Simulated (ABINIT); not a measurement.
## MgS (Niningerite): G0W0 in ABINIT against the screening cutoff in the self-energy

Wanted: the cheapest screening cutoff in the self-energy that holds the gap of MgS (Niningerite).

Calculated with ABINIT 10.8.3; LDA and many-body steps on it, plane waves.

**1. Starting point**

It takes space group Fm-3m (No. 225, cubic). Conventional cell: a = 5.203 Å, b = 5.203 Å, c = 5.203 Å, α = 90.00°, β = 90.00°, γ = 90.00°. Nearest to Mg lie 6 S at 2.60 Å. S has 6 Mg at 2.60 Å nearest. Farther neighbours and most contacts between anions are not listed.

The cell and positions come from the Crystallography Open Database and are kept as given unless a step says otherwise.

**2. Screening, 4×4×4 mesh, 113 bands, screening to 217.7 eV**

This step: ABINIT 10.8.3; RPA screening on LDA, plane waves, norm-conserving pseudopotentials.

The RPA dielectric matrix is built and inverted for each q.

run.abi

```
acell 3*1.0 Angstrom
rprim 
  0.000000000000 2.601650000000 2.601650000000
  2.601650000000 0.000000000000 2.601650000000
  2.601650000000 2.601650000000 0.000000000000
ntypat 2
znucl 12 16
natom 2
typat 1 2
xred 
  0.000000000000 0.000000000000 0.000000000000
  0.500000000000 0.500000000000 0.500000000000
pp_dirpath "pseudos"
pseudos "Mg.upf, S.upf"
ecut 38
ngkpt 4 4 4
nshiftk 1
shiftk 0 0 0
kptopt 1
chksymbreak 0
istwfk *1
occopt 1
irdwfk 1
optdriver 3
nband 113
ecuteps 8
inclvkb 2
awtr 1
symchi 1
indata_prefix "in"
outdata_prefix "out"
tmpdata_prefix "tmp"
```

On the command line:

```
OMP_NUM_THREADS=1 mpirun -n 4 abinit run.abi > log
```

Output:

```text
.Version 10.8.3 of ABINIT. v10.8.2 released Aug 2026.

 Symmetries : space group Fm -3 m (#225); Bravais cF (face-center cubic)
[... echo of the input left out ...]
== DATASET  1 ==================================================================
-   mpi_nproc: 4, omp_nthreads: 1 (-1 if OMP is not activated)

--- !DatasetInfo
iteration_state: {dtset: 1, }
dimensions: {natom: 2, nkpt: 8, mband: 113, nsppol: 1, nspinor: 1, nspden: 1, mpw: 2698, }
cutoff_energies: {ecut:  38.0, pawecutdg:  -1.0, }
electrons: {nelect:   1.60000000E+01, charge:   0.00000000E+00, occopt:   1.00000000E+00, tsmear:   1.00000000E-02, }

 SCREENING: Calculation of the susceptibility and dielectric matrices

 Based on a program developped by R.W. Godby, V. Olevano, G. Onida, and L. Reining.
 Incorporated in ABINIT by V. Olevano, G.-M. Rignanese, and M. Torrent.
.Using double precision arithmetic ; gwpc =  8

[... cell and pseudopotentials left out ...]
--------------------------------------------------------------------------------

 ==== K-mesh for the wavefunctions ====
 Number of points in the irreducible wedge :     8
[... list of points left out ...]
 Together with 48 symmetry operations and time-reversal symmetry
 yields    64 points in the full Brillouin Zone.

 ==== Q-mesh for the screening function ====
 Number of points in the irreducible wedge :     8
[... list of points left out ...]
 Together with 48 symmetry operations and time-reversal symmetry
 yields    64 points in the full Brillouin Zone.

 setmesh: FFT mesh size selected  =    27x   27x   27
          total number of points  =        19683

 vcoul_init : cutoff-mode = AUXILIARY_FUNCTION
 q-points for optical limit:   1
     1)      0.000010    0.000020    0.000030

- screening: taking advantage of time-reversal symmetry
- Maximum band index for partially occupied states nbvw = 8
- Remaining bands to be divided among processors   nbcw = 105
- Number of bands treated by each node ~26

 Number of electrons calculated from density =   16.0000; Expected =   16.0000
 average of density, n =  0.067320
 r_s =    1.5249
 omega_plasma =   25.0282 [eV]

 calculating chi0 at frequencies [eV] :
  1    0.000000E+00    0.000000E+00
  2    0.000000E+00    2.502816E+01

--------------------------------------------------------------------------------
  q-point number  1        q = ( 0.000000, 0.000000, 0.000000) [r.l.u.]
--------------------------------------------------------------------------------
[... chi0 elements left out ...]
 For q-point:  0.000010 0.000020 0.000030
  dielectric constant =   6.5736
  dielectric constant without local fields =   7.5554

  Average fulfillment of the sum rule on Im[epsilon] for q-point    1 :     69.13  [%]
[... wings left out ...]
  q-point number  2        q = ( 0.250000, 0.000000, 0.000000) [r.l.u.]
--------------------------------------------------------------------------------
[... chi0 elements left out ...]
  Average fulfillment of the sum rule on Im[epsilon] for q-point    2 :     76.34  [%]

 [... 6 further q-points ...]
```

Wall time 77 s (4 MPI ranks of Arm Neoverse N1, shared host); peak memory 0.71 GiB.

This step gave:

| Item | Value |
| --- | --- |
| ε∞ with local fields, on this mesh, along the program's q direction | 6.574 |
| the same without local fields | 7.555 |
| plasma frequency | 25.03 eV |
| plane waves in the screening matrix | 259 |

Local fields lower ε∞ by 13 %. On a Γ-centred mesh this coarse the value itself is usually too large, while a short band sum pulls it down.

**3. 0.8 Ha**

This step: G0W0 on LDA, plane waves, norm-conserving pseudopotentials.

run.abi, as its differences from that of step 2:

```diff
@@ -23,8 +23,17 @@
 irdwfk 1
-optdriver 3
+optdriver 4
 nband 113
-ecuteps 8
-inclvkb 2
-awtr 1
-symchi 1
+gwcalctyp 0
+ecutsigx 38
+symsigma 1
+nkptgw 2
+kptgw 
+  0.0000000000 0.0000000000 0.0000000000
+  0.5000000000 0.5000000000 0.0000000000
+bdgw 
+  6 12
+  7 10
+ecuteps 0.8
+irdscr 1
+ppmodel 1
 indata_prefix "in"
```

Output:

```text
.Version 10.8.3 of ABINIT. v10.8.2 released Aug 2026.

 Symmetries : space group Fm -3 m (#225); Bravais cF (face-center cubic)
[... echo of the input left out ...]
== DATASET  1 ==================================================================
-   mpi_nproc: 4, omp_nthreads: 1 (-1 if OMP is not activated)

--- !DatasetInfo
iteration_state: {dtset: 1, }
dimensions: {natom: 2, nkpt: 8, mband: 113, nsppol: 1, nspinor: 1, nspden: 1, mpw: 2698, }
cutoff_energies: {ecut:  38.0, pawecutdg:  -1.0, }
electrons: {nelect:   1.60000000E+01, charge:   0.00000000E+00, occopt:   1.00000000E+00, tsmear:   1.00000000E-02, }

 SIGMA: Calculation of the GW corrections

 Based on a program developped by R.W. Godby, V. Olevano, G. Onida, and L. Reining.
 Incorporated in ABINIT by V. Olevano, G.-M. Rignanese, and M. Torrent.
.Using double precision arithmetic ; gwpc =  8

[... cell and pseudopotentials left out ...]
--------------------------------------------------------------------------------

 ==== K-mesh for the wavefunctions ====
 Number of points in the irreducible wedge :     8
[... list of points left out ...]
 Together with 48 symmetry operations and time-reversal symmetry
 yields    64 points in the full Brillouin Zone.

 ==== Q-mesh for screening function ====
 Number of points in the irreducible wedge :     8
[... list of points left out ...]
 Together with 48 symmetry operations and time-reversal symmetry
 yields    64 points in the full Brillouin Zone.

 vcoul_init : cutoff-mode = AUXILIARY_FUNCTION
 q-points for optical limit:   1
     1)      0.000010    0.000020    0.000030
 setmesh: FFT mesh size selected  =    40x   40x   40
          total number of points  =        64000

 Number of electrons calculated from density =   16.0000; Expected =   16.0000
 average of density, n =  0.067320
 r_s =    1.5249
 omega_plasma =   25.0282 [eV]

 === KS Band Gaps ===
  >>>> For spin  1
   Minimum direct gap =   3.4763 [eV], located at k-point      :   0.0000  0.0000  0.0000
   Fundamental gap    =   2.5588 [eV], Top of valence bands at :   0.0000  0.0000  0.0000
                                       Bottom of conduction at :   0.5000  0.5000  0.0000
 SIGMA fundamental parameters:
 PLASMON POLE MODEL  1
 number of plane-waves for SigmaX                 2685
 number of plane-waves for SigmaC and W              9
 number of plane-waves for wavefunctions          2685
 number of bands                                   113
 number of independent spin polarizations            1
 number of spinorial components                      1
 number of k-points in IBZ                           8
 number of q-points in IBZ                           8
 number of symmetry operations                      48
 number of k-points in BZ                           64
 number of q-points in BZ                           64
 number of frequencies for dSigma/dE                 9
 frequency step for dSigma/dE [eV]                0.25
 number of omega for Sigma on real axis              0
 max omega for Sigma on real axis  [eV]           0.00
 zcut for avoiding poles [eV]                     0.10

 EPSILON^-1 parameters (SCR file):
 dimension of the eps^-1 matrix on file            259
 dimension of the eps^-1 matrix used                 9
 number of plane-waves for wavefunctions          2685
 number of bands                                   113
 number of q-points in IBZ                           8
 number of frequencies                               2
 number of real frequencies                          1
 number of imag frequencies                          1

 matrix elements of self-energy operator (all in [eV])

 Perturbative Calculation

--- !SelfEnergy_ee
iteration_state: {dtset: 1, }
kpoint     : [   0.000,    0.000,    0.000, ]
spin       : 1
KS_gap     :    3.476
QP_gap     :    5.147
Delta_QP_KS:    1.671
data: !SigmaeeData |
     Band     E0 <VxcDFT>   SigX SigC(E0)      Z dSigC/dE  Sig(E)    E-E0       E
        6   4.124 -13.284 -16.382   2.451   0.823  -0.215 -13.817  -0.532   3.592
        7   4.124 -13.284 -16.382   2.451   0.823  -0.215 -13.817  -0.532   3.592
        8   4.124 -13.284 -16.382   2.451   0.823  -0.215 -13.817  -0.532   3.592
        9   7.600 -11.356  -6.443  -3.545   0.833  -0.201 -10.218   1.139   8.739
       10  11.957  -9.766  -4.442  -3.828   0.828  -0.207  -8.527   1.239  13.196
       11  11.957  -9.766  -4.442  -3.828   0.828  -0.207  -8.527   1.239  13.196
       12  11.957  -9.766  -4.442  -3.828   0.828  -0.207  -8.527   1.239  13.196

--- !SelfEnergy_ee
iteration_state: {dtset: 1, }
kpoint     : [   0.500,    0.500,    0.000, ]
spin       : 1
KS_gap     :    4.261
QP_gap     :    6.219
Delta_QP_KS:    1.958
data: !SigmaeeData |
     Band     E0 <VxcDFT>   SigX SigC(E0)      Z dSigC/dE  Sig(E)    E-E0       E
        7   2.422 -12.459 -16.032   2.741   0.814  -0.229 -13.136  -0.676   1.746
        8   2.422 -12.459 -16.032   2.741   0.814  -0.229 -13.136  -0.676   1.746
        9   6.683 -10.852  -6.192  -3.121   0.833  -0.200  -9.570   1.282   7.965
       10   8.392  -8.957  -4.414  -3.460   0.836  -0.197  -8.053   0.905   9.296

== END DATASET(S) ==============================================================
================================================================================

 -outvars: echo values of variables after computation  --------
           etotal      0.0000000000E+00
            nband         113
             nkpt           8
          spgroup         225
 [... the other variables as echoed above ...]

 Calculation completed.
```

Run time: 7.7 s. Hardware: 4 MPI ranks; peak memory 0.45 GiB.

Numbers from this step:

```yaml
g0w0_gap_on_the_points_computed: 4.373 eV
starting_gap_on_the_mesh: 2.559 eV
k_of_the_valence_top: 0, 0, 0
k_of_the_conduction_bottom: 0.5, 0.5, 0
z_at_the_valence_top: 0.823
z_at_the_conduction_bottom: 0.833
least_direct_g0w0_gap_on_the_computed_points: 5.147 eV
```

**4. 1.6 Ha**

run.abi, as its differences from that of step 3:

```diff
@@ -35,3 +35,3 @@
   7 10
-ecuteps 0.8
+ecuteps 1.6
 irdscr 1
```

Output:

```text
.Version 10.8.3 of ABINIT. v10.8.2 released Aug 2026.

 Symmetries : space group Fm -3 m (#225); Bravais cF (face-center cubic)
[... echo of the input left out ...]
== DATASET  1 ==================================================================
-   mpi_nproc: 4, omp_nthreads: 1 (-1 if OMP is not activated)

--- !DatasetInfo
iteration_state: {dtset: 1, }
dimensions: {natom: 2, nkpt: 8, mband: 113, nsppol: 1, nspinor: 1, nspden: 1, mpw: 2698, }
cutoff_energies: {ecut:  38.0, pawecutdg:  -1.0, }
electrons: {nelect:   1.60000000E+01, charge:   0.00000000E+00, occopt:   1.00000000E+00, tsmear:   1.00000000E-02, }

 SIGMA: Calculation of the GW corrections

 Based on a program developped by R.W. Godby, V. Olevano, G. Onida, and L. Reining.
 Incorporated in ABINIT by V. Olevano, G.-M. Rignanese, and M. Torrent.
.Using double precision arithmetic ; gwpc =  8

[... cell and pseudopotentials left out ...]
--------------------------------------------------------------------------------

 ==== K-mesh for the wavefunctions ====
 Number of points in the irreducible wedge :     8
[... list of points left out ...]
 Together with 48 symmetry operations and time-reversal symmetry
 yields    64 points in the full Brillouin Zone.

 ==== Q-mesh for screening function ====
 Number of points in the irreducible wedge :     8
[... list of points left out ...]
 Together with 48 symmetry operations and time-reversal symmetry
 yields    64 points in the full Brillouin Zone.

 vcoul_init : cutoff-mode = AUXILIARY_FUNCTION
 q-points for optical limit:   1
     1)      0.000010    0.000020    0.000030
 setmesh: FFT mesh size selected  =    40x   40x   40
          total number of points  =        64000

 Number of electrons calculated from density =   16.0000; Expected =   16.0000
[...]
number of omega for Sigma on real axis              0
 max omega for Sigma on real axis  [eV]           0.00
 zcut for avoiding poles [eV]                     0.10

 EPSILON^-1 parameters (SCR file):
 dimension of the eps^-1 matrix on file            259
 dimension of the eps^-1 matrix used                15
 number of plane-waves for wavefunctions          2685
 number of bands                                   113
 number of q-points in IBZ                           8
 number of frequencies                               2
 number of real frequencies                          1
 number of imag frequencies                          1

 matrix elements of self-energy operator (all in [eV])

 Perturbative Calculation

--- !SelfEnergy_ee
iteration_state: {dtset: 1, }
kpoint     : [   0.000,    0.000,    0.000, ]
spin       : 1
KS_gap     :    3.476
QP_gap     :    4.869
Delta_QP_KS:    1.392
data: !SigmaeeData |
     Band     E0 <VxcDFT>   SigX SigC(E0)      Z dSigC/dE  Sig(E)    E-E0       E
        6   4.124 -13.284 -16.382   2.417   0.804  -0.244 -13.831  -0.547   3.577
        7   4.124 -13.284 -16.382   2.417   0.804  -0.244 -13.831  -0.547   3.577
        8   4.124 -13.284 -16.382   2.417   0.804  -0.244 -13.831  -0.547   3.577
[...]
--- !SelfEnergy_ee
iteration_state: {dtset: 1, }
kpoint     : [   0.500,    0.500,    0.000, ]
spin       : 1
KS_gap     :    4.261
QP_gap     :    5.928
Delta_QP_KS:    1.667
data: !SigmaeeData |
     Band     E0 <VxcDFT>   SigX SigC(E0)      Z dSigC/dE  Sig(E)    E-E0       E
[...]
9   6.683 -10.852  -6.192  -3.466   0.823  -0.215  -9.869   0.983   7.666
       10   8.392  -8.957  -4.414  -3.676   0.825  -0.212  -8.242   0.715   9.107

== END DATASET(S) ==============================================================
================================================================================

 -outvars: echo values of variables after computation  --------
           etotal      0.0000000000E+00
            nband         113
             nkpt           8
          spgroup         225
 [... the other variables as echoed above ...]

 Calculation completed.
```

The job ended after 7.8 s (4 MPI ranks; peak memory 0.59 GiB).

This step gave:

| Item | Value |
| --- | --- |
| G0W0 gap on the points computed | 4.089 eV |
| starting gap on the mesh | 2.559 eV |
| k of the valence top | 0, 0, 0 |
| k of the conduction bottom | 0.5, 0.5, 0 |
| Z at the valence top | 0.804 |
| Z at the conduction bottom | 0.823 |
| least direct G0W0 gap on the computed points | 4.869 eV |

**5. 2.8 Ha**

The self-energy is evaluated for the states that the input lists, and the levels follow from it, in one-shot runs by the linearised quasiparticle equation.

run.abi, as its differences from that of step 4:

```diff
@@ -35,3 +35,3 @@
   7 10
-ecuteps 1.6
+ecuteps 2.8
 irdscr 1
```

Output:

```text
.Version 10.8.3 of ABINIT. v10.8.2 released Aug 2026.

 Symmetries : space group Fm -3 m (#225); Bravais cF (face-center cubic)
[... echo of the input left out ...]
== DATASET  1 ==================================================================
-   mpi_nproc: 4, omp_nthreads: 1 (-1 if OMP is not activated)

--- !DatasetInfo
iteration_state: {dtset: 1, }
dimensions: {natom: 2, nkpt: 8, mband: 113, nsppol: 1, nspinor: 1, nspden: 1, mpw: 2698, }
cutoff_energies: {ecut:  38.0, pawecutdg:  -1.0, }
[...]
Band     E0 <VxcDFT>   SigX SigC(E0)      Z dSigC/dE  Sig(E)    E-E0       E
[...]
9   6.683 -10.852  -6.192  -3.735   0.817  -0.224 -10.096   0.756   7.439
       10   8.392  -8.957  -4.414  -3.867   0.821  -0.218  -8.402   0.555   8.947

== END DATASET(S) ==============================================================
================================================================================

 -outvars: echo values of variables after computation  --------
           etotal      0.0000000000E+00
            nband         113
             nkpt           8
          spgroup         225
 [... the other variables as echoed above ...]

 Calculation completed.
```

The job ended after 7.7 s (4 MPI ranks; peak memory 0.58 GiB).

Numbers from this step:

```yaml
g0w0_gap_on_the_points_computed: 4.220 eV
starting_gap_on_the_mesh: 2.559 eV
k_of_the_valence_top: 0, 0, 0
k_of_the_conduction_bottom: 0.5, 0.5, 0
least_direct_g0w0_gap_on_the_computed_points: 5.097 eV
```

The gap on the mesh goes from 2.56 eV to 4.22 eV, a correction of +1.66 eV.

[end of part 1 of 2]

[Paths, hosts, dates, memory and timing lines, banners, echoed tables and standing remarks are left out of the program output.]

[Logs are printed without paths, hosts, clocks, repeated set-up lines and the standing remarks that a program may print on its own settings, such as how far it seeks lower states.]

[Runs of the session that timed out or met a known fault of the program may be left out.]

[Hosts, paths, dates, database ids (printed as entryN), source tags and the programs' standing remarks are cut or masked in the printed files.]

[G0W0 gaps are taken among the corrected bands and points alone; a level outside them can change the order at an edge.]

[Where Ansatz stands beside ABINIT at settings called matched, ABINIT's density can come from a denser mesh and the files from another edition; pairs whose starting gaps differed by over 0.03 eV were left out, so agreement reads better than it is.]
